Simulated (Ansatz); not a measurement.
# SnTeSe monolayer, Janus: modes against uniaxial strain along a, the zigzag direction, with the width clamped, part 2 of 3

Wanted: the shifts of the zone-centre modes of SnTeSe monolayer, Janus with strain.

Ansatz 0.2.0; DFT PBE, scalar-relativistic, plane waves, PAW; PAW set soft_1.

So far: The starting structure; A rough relaxation first; Relaxation.

## (4) Tight relaxation

Phonons need small forces and stress, so the relaxation is finished with tight tolerances on 12×12×1 k points.

Input file input.yaml:

```yaml
crystal:
  lattice:
    - [3.9903554847, 0.0, 0.0]
    - [-1.9951777423, 3.4557492199, 0.0]
    - [0.0, 0.0, 30.0]
  atoms:
    - { symbol: Sn, position: [0.0, 0.0, 0.335350006] }
    - { symbol: Se, position: [0.3333333333, 0.6666666667, 0.3873888371] }
    - { symbol: Te, position: [0.6666666667, 0.3333333333, 0.2739278235] }
  periodic: [true, true, false]
kpoints:
  mp_grid: { grid: [12, 12, 1] }
hamiltonian:
  xc: pbe
  pseudopotentials: { kind: paw, azcp: { folder: soft_1 } }
scf:
  occupations: { method: methfessel_paxton, width: 0.2 }
output:
  forces: true
  stress: true
  eigenvalues: true
  write_density: true
  write_potential: true
  elf: true
  volumetric_format: npy
relax:
  adjacent_minimum: "off"
  f_tol: 0.001
  max_steps: 60
  cell: { stress_2d_tol: 0.002 }
```

Launch:

```
$ ansatz run input.yaml --threads 8 --pin off --max-ram 16384MiB --backend cpu --events-out ev --progress --plain --runs-dir out
```

Numbers of over 12 decimals in the logs are rounded to 6 here.

The program printed:

```text
[...]
Crystal: 3 atoms, lattice volume = 413.690 Å³
Basis set: ecut = 420 eV, 8177 PW (Γ), exchange–correlation on 54×54×432 points (8 copies of the dense FFT grid, shifted against one another)
Bands: 28, of which v1, the nominal top of the filled ones, is band 23 counted from 1 (22 counted from 0)
Symmetry: 6 space group operations
[...]
° read free of the cell's end (the report's vacuum.weakly_bound_levels)
--- Relaxed structure (5 steps of the walk, 4 accepted, 1 SCFs on fresh bases) ---
[...]
cell:  # Å, volume = 414.1581 Å³
    - [3.992612, -2.8883834099179974e-11, 0]
    - [-1.996306, 3.457704, 0]
    - [0, 0, 30.0]
  atoms:
    - { symbol: Sn, position: [0, 0, 0.335294] }
    - { symbol: Se, position: [0.333333, 0.666667, 0.387333] }
    - { symbol: Te, position: [0.666667, 0.333333, 0.274040] }
[key lines of the parts left out:]
SCF converged after 9 iterations
Free energy (F): -18473.956830 eV
Fermi energy:    -5.224616 eV
P = ½ c Tr σ = -0.0007 N/m
```

It took 17 s on 8 threads of AMD EPYC 7B13 (Zen 3), shared host; peak memory 1.1 GiB.

Little changed from the start: no atom moved by 0.005 Å and no cell edge by 0.1 %.

Numbers from this step:

| Property | Result |
| --- | --- |
| area per atom | 4.602 Å² |

Electrostatic potential energy in the ac plane at fractional y = 0.000, with atoms of Sn within 0.2 Å of it. With pseudopotentials it is smooth inside the atoms' cores, unlike the true potential.

Ten even steps from '_' (-11 eV) to '@' (0 eV), each cell a mean:
```
@@@@@@@@@@@@@@@@@@@@@@@@@@@@
@@@@@@@@@@@@@@@@@@@@@@@@@@@@
@@@@@@@@@@@@@@@@@@@@@@@@@@@@
@@@@@@@@@@@@@@@@@@@@@@@@@@@@
@@@@@@@@@@@@@@@@@@@@@@@@@@@@
@@@@@@@@@@@@@@@@@@@@@@@@@@@@
@@@@@@@@@@@@@@@@@@@@@@@@@@@@
@@@@@@@@@@@@@@@@@@@@@@@@@@@@
@@@@@@@@@@@@@@@@@@@@@@@@@@@@
@@@@@@@@@@@@@@@@@@@@@@@@@@@@
@@@@@@@@@@@@@@@@@@@@@@@@@@@@
@@@@@@@@@@@@@@@@@@@@@@@@@@@@
@@@@@@@@@@@@@@@@@@@@@@@@@@@@
@@@@@@@@@@@@@@@@@@@@@@@@@@@@
****######**++==++**####****
==::____::++******==..____--
........--++++++++++--..__..
########**==::..::==**######
@@@@@@@@%%%%%%%%%%%%@@@@@@@@
@@@@@@@@@@@@@@@@@@@@@@@@@@@@
@@@@@@@@@@@@@@@@@@@@@@@@@@@@
@@@@@@@@@@@@@@@@@@@@@@@@@@@@
@@@@@@@@@@@@@@@@@@@@@@@@@@@@
@@@@@@@@@@@@@@@@@@@@@@@@@@@@
```
Columns run along a (4.0 Å; values clipped at the 3rd and 97th percentile), rows up along c (30.0 Å). Atoms in or near the plane, at fractional coordinates: Sn at (0.00, 0.34).

Valence density in the ac plane at fractional y = 0.000, with atoms of Sn within 0.2 Å of it. It is the smooth field of the valence electrons, not physical close to the nuclei.

Values in units of 1e0 e/Å³, 24 rows by 14 columns, each cell a mean:
```
0.0 0.0 0.0 0.0 0.0 0.0 0.0 0.0 0.0 0.0 0.0 0.0 0.0 0.0
0.0 0.0 0.0 0.0 0.0 0.0 0.0 0.0 0.0 0.0 0.0 0.0 0.0 0.0
0.0 0.0 0.0 0.0 0.0 0.0 0.0 0.0 0.0 0.0 0.0 0.0 0.0 0.0
0.0 0.0 0.0 0.0 0.0 0.0 0.0 0.0 0.0 0.0 0.0 0.0 0.0 0.0
0.0 0.0 0.0 0.0 0.0 0.0 0.0 0.0 0.0 0.0 0.0 0.0 0.0 0.0
0.0 0.0 0.0 0.0 0.0 0.0 0.0 0.0 0.0 0.0 0.0 0.0 0.0 0.0
0.0 0.0 0.0 0.0 0.0 0.0 0.0 0.0 0.0 0.0 0.0 0.0 0.0 0.0
0.0 0.0 0.0 0.0 0.0 0.0 0.0 0.0 0.0 0.0 0.0 0.0 0.0 0.0
0.0 0.0 0.0 0.0 0.0 0.0 0.0 0.0 0.0 0.0 0.0 0.0 0.0 0.0
0.0 0.0 0.0 0.0 0.0 0.0 0.0 0.0 0.0 0.0 0.0 0.0 0.0 0.0
0.0 0.0 0.0 0.0 0.0 0.0 0.0 0.0 0.0 0.0 0.0 0.0 0.0 0.0
0.0 0.0 0.0 0.0 0.0 0.0 0.0 0.0 0.0 0.0 0.0 0.0 0.0 0.0
0.0 0.0 0.0 0.0 0.0 0.0 0.0 0.0 0.0 0.0 0.0 0.0 0.0 0.0
0.0 0.0 0.0 0.0 0.0 0.0 0.0 0.0 0.0 0.0 0.0 0.0 0.0 0.0
0.1 0.1 0.1 0.1 0.2 0.2 0.2 0.3 0.2 0.2 0.1 0.1 0.1 0.1
6.2 4.5 1.8 0.5 0.2 0.2 0.1 0.1 0.2 0.2 0.3 0.8 2.6 5.1
3.2 2.3 1.0 0.4 0.2 0.2 0.2 0.2 0.2 0.2 0.2 0.5 1.4 2.6
0.1 0.1 0.1 0.1 0.2 0.2 0.3 0.3 0.3 0.2 0.2 0.1 0.1 0.1
0.0 0.0 0.0 0.0 0.0 0.0 0.1 0.1 0.1 0.0 0.0 0.0 0.0 0.0
0.0 0.0 0.0 0.0 0.0 0.0 0.0 0.0 0.0 0.0 0.0 0.0 0.0 0.0
0.0 0.0 0.0 0.0 0.0 0.0 0.0 0.0 0.0 0.0 0.0 0.0 0.0 0.0
0.0 0.0 0.0 0.0 0.0 0.0 0.0 0.0 0.0 0.0 0.0 0.0 0.0 0.0
0.0 0.0 0.0 0.0 0.0 0.0 0.0 0.0 0.0 0.0 0.0 0.0 0.0 0.0
0.0 0.0 0.0 0.0 0.0 0.0 0.0 0.0 0.0 0.0 0.0 0.0 0.0 0.0
```
Columns run along a (4.0 Å), rows up along c (30.0 Å). Atoms in or near the plane, at fractional coordinates: Sn at (0.00, 0.34).

ELF in the ac plane at fractional y = 0.000, with atoms of Sn within 0.2 Å of it. It is the smooth field of the valence electrons, not physical close to the nuclei.

Ten even steps from '0' (0.00) to '9' (0.69), each cell a mean:
```
00000000000000
00000000000000
00000000000000
00000000000000
00000000000000
00000000000000
00000000000000
00000000000000
00000000000000
00000000000000
00000000000000
00000000000000
00000000000000
00012456542000
11247999986321
11244544454321
22345655565432
11258999997421
00024677753100
00000000000000
00000000000000
00000000000000
00000000000000
00000000000000
```
Columns run along a (4.0 Å), rows up along c (30.0 Å). Atoms in or near the plane, at fractional coordinates: Sn at (0.00, 0.34).

The largest force component left is 0.48 meV/Å, within the tolerances set.

## (5) Modes at rest

Phonons follow from the second derivative of the energy, found here by linear response.

The modes at rest are the reference of the series.

input.yaml, the sections that differ from step 4:

```yaml
crystal:
  lattice:
    - [3.9926122787, 0.0, 0.0]
    - [-1.9963061393, 3.4577036608, 0.0]
    - [0.0, 0.0, 30.0]
  atoms:
    - { symbol: Sn, position: [0.0, 0.0, 0.3352935155] }
    - { symbol: Se, position: [0.3333333333, 0.6666666667, 0.3873331726] }
    - { symbol: Te, position: [0.6666666667, 0.3333333333, 0.2740399784] }
  periodic: [true, true, false]
output:
  eigenvalues: true
phonons:
  method: dfpt
# kpoints, hamiltonian, scf: as in step 4
# relax: removed
```

The program printed:

```text
[...]
Crystal: 3 atoms, lattice volume = 414.158 Å³
Basis set: ecut = 420 eV, 8177 PW (Γ), exchange–correlation on 54×54×432 points (8 copies of the dense FFT grid, shifted against one another)
Bands: 28, of which v1, the nominal top of the filled ones, is band 23 counted from 1 (22 counted from 0)
Symmetry: 6 space group operations
k-points: 43 of 144 (irreducible under 2 space group operations, time reversal used)
[...]
SCF iter  12: F=-18473.956830 eV  HF=-18473.956830 eV  |F-HF|=1.09e-11  |Δ(HF+E_count)|=  5.31e-10  S|Δr|=    0.00e0  Δρ=1.10e-8  dr2=7.59e-13  ethr=1.00e-12  ⟨swp⟩=15.2  Hψ=7899  notcnv=0
SCF 1 converged in 12 iterations: F = -18473.956830 eV  dr2 = 7.59e-13
[...]
DFPT response loops at Γ: preconditioner auto → none (partly filled bands, converged f_vac=0.758); β = 0.50; Broyden in place of MSR1
SCF converged after 12 iterations
[...]
Free energy (F): -18473.956830 eV
[...]
Internal energy: -18473.955526 eV  (E = F + TS)
E sigma→0 (E₀):  -18473.956504 eV
Entropy (-TS):   -0.001305 eV (-0.435 meV/atom)
Fermi energy:    -5.224616 eV
[...]
--- Band table (eV; the first three rows and the last of 43) ---
  k-point 0: bands = [... 19 lower, -6.4044, -6.4044, -5.1586, -5.1586, -4.5778, -2.5187, -1.6573, -1.6573, ... 1 higher]
  k-point 1: bands = [... 19 lower, -6.8320, -6.5373, -5.6974, -5.2010, -4.1836, -2.2080, -1.6779 (-1.6779°), -1.5073, ... 1 higher]
  k-point 2: bands = [... 19 lower, -6.8519, -6.8461, -6.5043, -5.3257, -3.9236, -2.2390, -1.1617 (-1.1617°), -1.0167, ... 1 higher]
  k-point 42: bands = [... 19 lower, -8.8066, -8.0078, -6.8850, -6.1697, -4.2789, -1.5584, -0.7184, -0.2318, ... 1 higher]
  ° read free of the cell's end (the report's vacuum.weakly_bound_levels)
--- Phonons (Γ-DFPT): 6 representative perturbations + reference, on 43 of 144 k-points (Σ response iterations 23) ---
  k mesh reduced under 2 symmetry operations, with k and −k counted as one. Each operation leaves every solved perturbation unchanged. A smaller set is not used because it would not reduce the number of displacements times k-points to solve
  ASR residual: 1.181e-4 → 0.000e0 eV/Å²; symmetrization residual: 2.840e-5 eV/Å²
  ASR residual per site (eV/Å²): 1.18e-4 4.63e-5 3.72e-5
  Γ frequencies (cm⁻¹): 0.00 0.00 0.00 77.27 77.27 115.26 115.26 130.45 207.46
  non-analytic LO–TO correction: not included (Born effective charges unavailable; polar crystals: no LO–TO splitting at Γ)
```

It took 40 s on 8 threads; peak memory 2.3 GiB; 4.8 min of CPU time.

Numbers from this step:

```
sum-rule residual before enforcement                    : 1.18e-4 eV/Å²
point group                                             : 3m
highest optical mode at the zone centre (no LO-TO term) : 207.5 cm⁻¹
lowest optical zone-centre mode                         : 77.27 cm⁻¹
```

Patterns of degenerate modes are one choice out of their space. Modes at Γ, with each element's share of the kinetic energy:

```tsv
mode	frequency (cm⁻¹)	symmetry	Sn %	Se %	Te %
1	0.0	acoustic	36	24	39
2	0.0	acoustic	36	24	39
3	0.0	acoustic	36	24	39
4	77.3	E	11	31	58
5	77.3	E	11	31	58
6	115.3	E	52	45	3
7	115.3	E	52	45	3
8	130.4	A1	13	28	59
9	207.5	A1	50	48	2
```

Displacements in mode 5 (77.3 cm⁻¹), the largest set to 1:
```
Sn1  0.11 -0.46  0.00
Se2  0.22 -0.93  0.00
Te3 -0.23  1.00  0.00
```

Displacements in mode 8 (130.4 cm⁻¹), the largest set to 1:
```
Sn1  0.00  0.00 -0.49
Se2  0.00  0.00 -0.87
Te3  0.00  0.00  1.00
```

Before it was imposed, the acoustic sum rule was missed by 1.2e-4 eV/Å². Small misses are needed for a sound result but don't prove that mesh and cutoff are converged. The lowest optical mode is real, 77.3 cm⁻¹.

## (6) A member of the series: uniaxial strain of +5 % along a, the zigzag direction, with the width clamped

The cell takes a uniaxial strain of +5 % along a, the zigzag direction, with the width clamped. The cell is held, and the atoms relax in it.

input.yaml, the sections that differ from step 5:

```yaml
crystal:
  lattice:
    - [4.1922428927, 0.0, 0.0]
    - [-2.0961214463, 3.4577036608, 0.0]
    - [0.0, 0.0, 30.0]
  atoms:
    - { symbol: Sn, position: [0.0018140477, 0.0036280953, 0.3350889878] }
    - { symbol: Se, position: [0.3349293705, 0.669858741, 0.386458808] }
    - { symbol: Te, position: [0.6632565819, 0.3265131638, 0.2751188707] }
  periodic: [true, true, false]
output:
  forces: true
  stress: true
  eigenvalues: true
relax:
  adjacent_minimum: "off"
  f_tol: 0.001
  max_steps: 60
# kpoints, hamiltonian, scf: as in step 5
# phonons: removed
```

The program printed:

```text
[...]
F+E_penalty+E_count = -18473.91794651 eV   max|allowed force component| = 2.317e-4 eV/Å
  cell:  # Å, volume = 434.8660 Å³
    - [4.1922428927, -3.031110822759325e-11, 0.0]
    - [-2.096121446325, 3.457704, 0.0]
    - [0.0, 0.0, 30.0]
  atoms:
    - { symbol: Sn, position: [0.00207082, 0.00414164, 0.335071] }
    - { symbol: Se, position: [0.334997, 0.669994, 0.386255] }
    - { symbol: Te, position: [0.662932, 0.325864, 0.275341] }
[key lines of the parts left out:]
SCF converged after 4 iterations
Free energy (F): -18473.917947 eV
Fermi energy:    -5.435694 eV
P = ½ c Tr σ = -1.3192 N/m
```

Run time: 23 s. Hardware: 8 threads; peak memory 1.3 GiB; 2.9 min of CPU time.

Step by step:

```tsv
step	energy less that of the first step (eV)	largest force component (eV/Å)
1	0.0000	0.0438
2	0.0002	0.0745
3	-0.0003	0.0049
4	-0.0003	0.0035
5	-0.0003	0.0002
```

Relaxation step 2 was tried and not accepted.

The run keeps the 2 symmetry operations that it works with, so distortions that break them were not tested.

The relaxed structure:

```xyz
3
Lattice="4.1922 0.0000 0.0000 -2.0961 3.4577 0.0000 0.0000 0.0000 30.0000" Properties=species:S:1:pos:R:3
Sn    0.0000    0.0143   10.0521
Se    0.0000    2.3166   11.5877
Te    2.0961    1.1267    8.2602
```

This step gave:

| Property | Result |
| --- | --- |
| area per atom | 4.832 Å² |

The largest force component left is 0.23 meV/Å.

## (7) Modes of this member: uniaxial strain of +5 % along a, the zigzag direction, with the width clamped

The zone-centre modes follow for uniaxial strain of +5 % along a, the zigzag direction, with the width clamped.

input.yaml, the sections that differ from step 6:

```yaml
crystal:
  lattice:
    - [4.1922428927, 0.0, 0.0]
    - [-2.0961214463, 3.4577036608, 0.0]
    - [0.0, 0.0, 30.0]
  atoms:
    - { symbol: Sn, position: [0.0020708196, 0.0041416392, 0.3350707584] }
    - { symbol: Se, position: [0.3349971361, 0.6699942723, 0.3862553921] }
    - { symbol: Te, position: [0.6629320443, 0.3258640887, 0.275340516] }
  periodic: [true, true, false]
output:
  eigenvalues: true
phonons:
  method: dfpt
# kpoints, hamiltonian, scf: as in step 6
# relax: removed
```

The program printed:

```text
zone centre: on kpoints.mp_grid the ground state, and the responses unless they are solved on pairs of k-points, stand on 43 of the mesh's 144 k-points, reduced under 2 symmetry operations, with k and −k counted as one. Each operation leaves every solved displacement unchanged or reverses it
[...]
Crystal: 3 atoms, lattice volume = 434.866 Å³
Basis set: ecut = 420 eV, 8441 PW (Γ), exchange–correlation on 60×60×432 points (8 copies of the dense FFT grid, shifted against one another)
Bands: 28, of which v1, the nominal top of the filled ones, is band 23 counted from 1 (22 counted from 0)
Symmetry: 2 space group operations
k-points: 43 of 144 (time reversal used)
[...]
SCF iter  12: F=-18473.917947 eV  HF=-18473.917947 eV  |F-HF|=1.24e-10  |Δ(HF+E_count)|=  4.29e-10  S|Δr|=    0.00e0  Δρ=1.93e-8  dr2=1.10e-12  ethr=1.00e-12  ⟨swp⟩=17.2  Hψ=8503  notcnv=0
SCF 1 converged in 12 iterations: F = -18473.917947 eV  dr2 = 1.10e-12
[...]
SCF converged after 12 iterations
[...]
Free energy (F): -18473.917947 eV
[...]
Internal energy: -18473.918686 eV  (E = F + TS)
E sigma→0 (E₀):  -18473.918131 eV
Entropy (-TS):   0.000740 eV (0.247 meV/atom)
Fermi energy:    -5.435703 eV
[...]
--- Band table (eV; the first three rows and the last of 43) ---
  k-point 0: bands = [... 19 lower, -6.6517, -6.4582, -5.6241, -5.3673, -4.8625, -2.9758, -2.0719 (-2.0719°), -1.7260, ... 1 higher]
  k-point 1: bands = [... 19 lower, -6.8105, -6.6453, -5.8830, -5.6405, -4.4858, -2.7205, -1.9175 (-1.9175°), -1.7071, ... 1 higher]
  k-point 2: bands = [... 19 lower, -7.1667, -6.7212, -6.5783, -5.7267, -4.2393, -2.6310, -1.5551 (-1.5551°), -1.1455, ... 1 higher]
  k-point 42: bands = [... 19 lower, -8.7160, -8.0759, -6.8270, -6.1125, -4.2823, -1.5349, -0.6869, -0.2688, ... 1 higher]
  ° read free of the cell's end (the report's vacuum.weakly_bound_levels)
[...]
ASR residual: 1.526e-4 → 0.000e0 eV/Å²; symmetrization residual: 2.329e-5 eV/Å²
  ASR residual per site (eV/Å²): 1.53e-4 8.80e-5 5.52e-5
  Γ frequencies (cm⁻¹): 0.00 0.00 0.00 73.57 80.21 97.42 118.47 131.47 201.66
[...]
```

Elapsed: 57 s, on 8 threads; peak memory 2.4 GiB; 6.8 min of CPU time.

This step gave:

| Quantity | Value |
| --- | --- |
| sum-rule residual before enforcement | 1.53e-4 eV/Å² |
| point group | m |
| highest optical mode at the zone centre (no LO-TO term) | 201.7 cm⁻¹ |
| lowest optical zone-centre mode | 73.57 cm⁻¹ |

Patterns of degenerate modes are one choice out of their space. The modes at Γ (shares of kinetic energy by element, %):

```tsv
mode	frequency (cm⁻¹)	symmetry	Sn %	Se %	Te %
1	0.0	acoustic	36	24	39
2	0.0	acoustic	36	24	39
3	0.0	acoustic	36	24	39
4	73.6	A'	6	40	54
5	80.2	A''	6	41	54
6	97.4	A''	58	35	7
7	118.5	A'	57	36	7
8	131.5	A'	11	32	57
9	201.7	A'	53	43	4
```

The lowest optical mode is real, 73.6 cm⁻¹, and the highest lies at 201.7 cm⁻¹.

For the highest optical mode at the zone centre (no LO-TO term), step 5 gave 207 cm⁻¹; this run, with strain 5 %, gives 202 cm⁻¹ (-3 %).

## (8) A member of the series: uniaxial strain of -3 % along a, the zigzag direction, with the width clamped

The cell takes a uniaxial strain of -3 % along a, the zigzag direction, with the width clamped. The cell is held, and the atoms relax in it.

input.yaml, the sections that differ from step 7:

```yaml
crystal:
  lattice:
    - [3.8728339103, 0.0, 0.0]
    - [-1.9364169551, 3.4577036608, 0.0]
    - [0.0, 0.0, 30.0]
  atoms:
    - { symbol: Sn, position: [-0.0011795054, -0.0023590108, 0.3354476588] }
    - { symbol: Se, position: [0.3321353019, 0.6642706039, 0.3877995988] }
    - { symbol: Te, position: [0.6690442034, 0.3380884068, 0.2734194089] }
  periodic: [true, true, false]
output:
  forces: true
  stress: true
  eigenvalues: true
relax:
  adjacent_minimum: "off"
  f_tol: 0.001
  max_steps: 60
# kpoints, hamiltonian, scf: as in step 7
# phonons: removed
```

The program printed:

```text
[...]
Crystal: 3 atoms, lattice volume = 401.733 Å³
Basis set: ecut = 420 eV, 7945 PW (Γ), exchange–correlation on 54×54×432 points (8 copies of the dense FFT grid, shifted against one another)
Bands: 28, of which v1, the nominal top of the filled ones, is band 23 counted from 1 (22 counted from 0)
Symmetry: 2 space group operations
[...]
F+E_penalty+E_count = -18473.94169037 eV   max|allowed force component| = 1.907e-4 eV/Å
  cell:  # Å, volume = 401.7334 Å³
    - [3.8728339103, -2.8001466614498512e-11, 0.0]
    - [-1.936416955125, 3.457704, 0.0]
    - [0.0, 0.0, 30.0]
  atoms:
    - { symbol: Sn, position: [-0.0016904, -0.0033808, 0.335528] }
    - { symbol: Se, position: [0.331497, 0.662994, 0.388034] }
    - { symbol: Te, position: [0.670193, 0.340387, 0.273105] }
[key lines of the parts left out:]
SCF converged after 5 iterations
Free energy (F): -18473.941690 eV
Fermi energy:    -5.088458 eV
P = ½ c Tr σ = 0.9351 N/m
```

Wall time 24 s (8 threads); peak memory 1.2 GiB.

(Part 2 of 3 ends here.)

[Logs are printed without paths, hosts, clocks, repeated set-up lines and the standing remarks that a program may print on its own settings, such as how far it seeks lower states.]

[Hosts, paths, dates, database ids (printed as entryN), source tags and the programs' standing remarks are cut or masked in the printed files.]
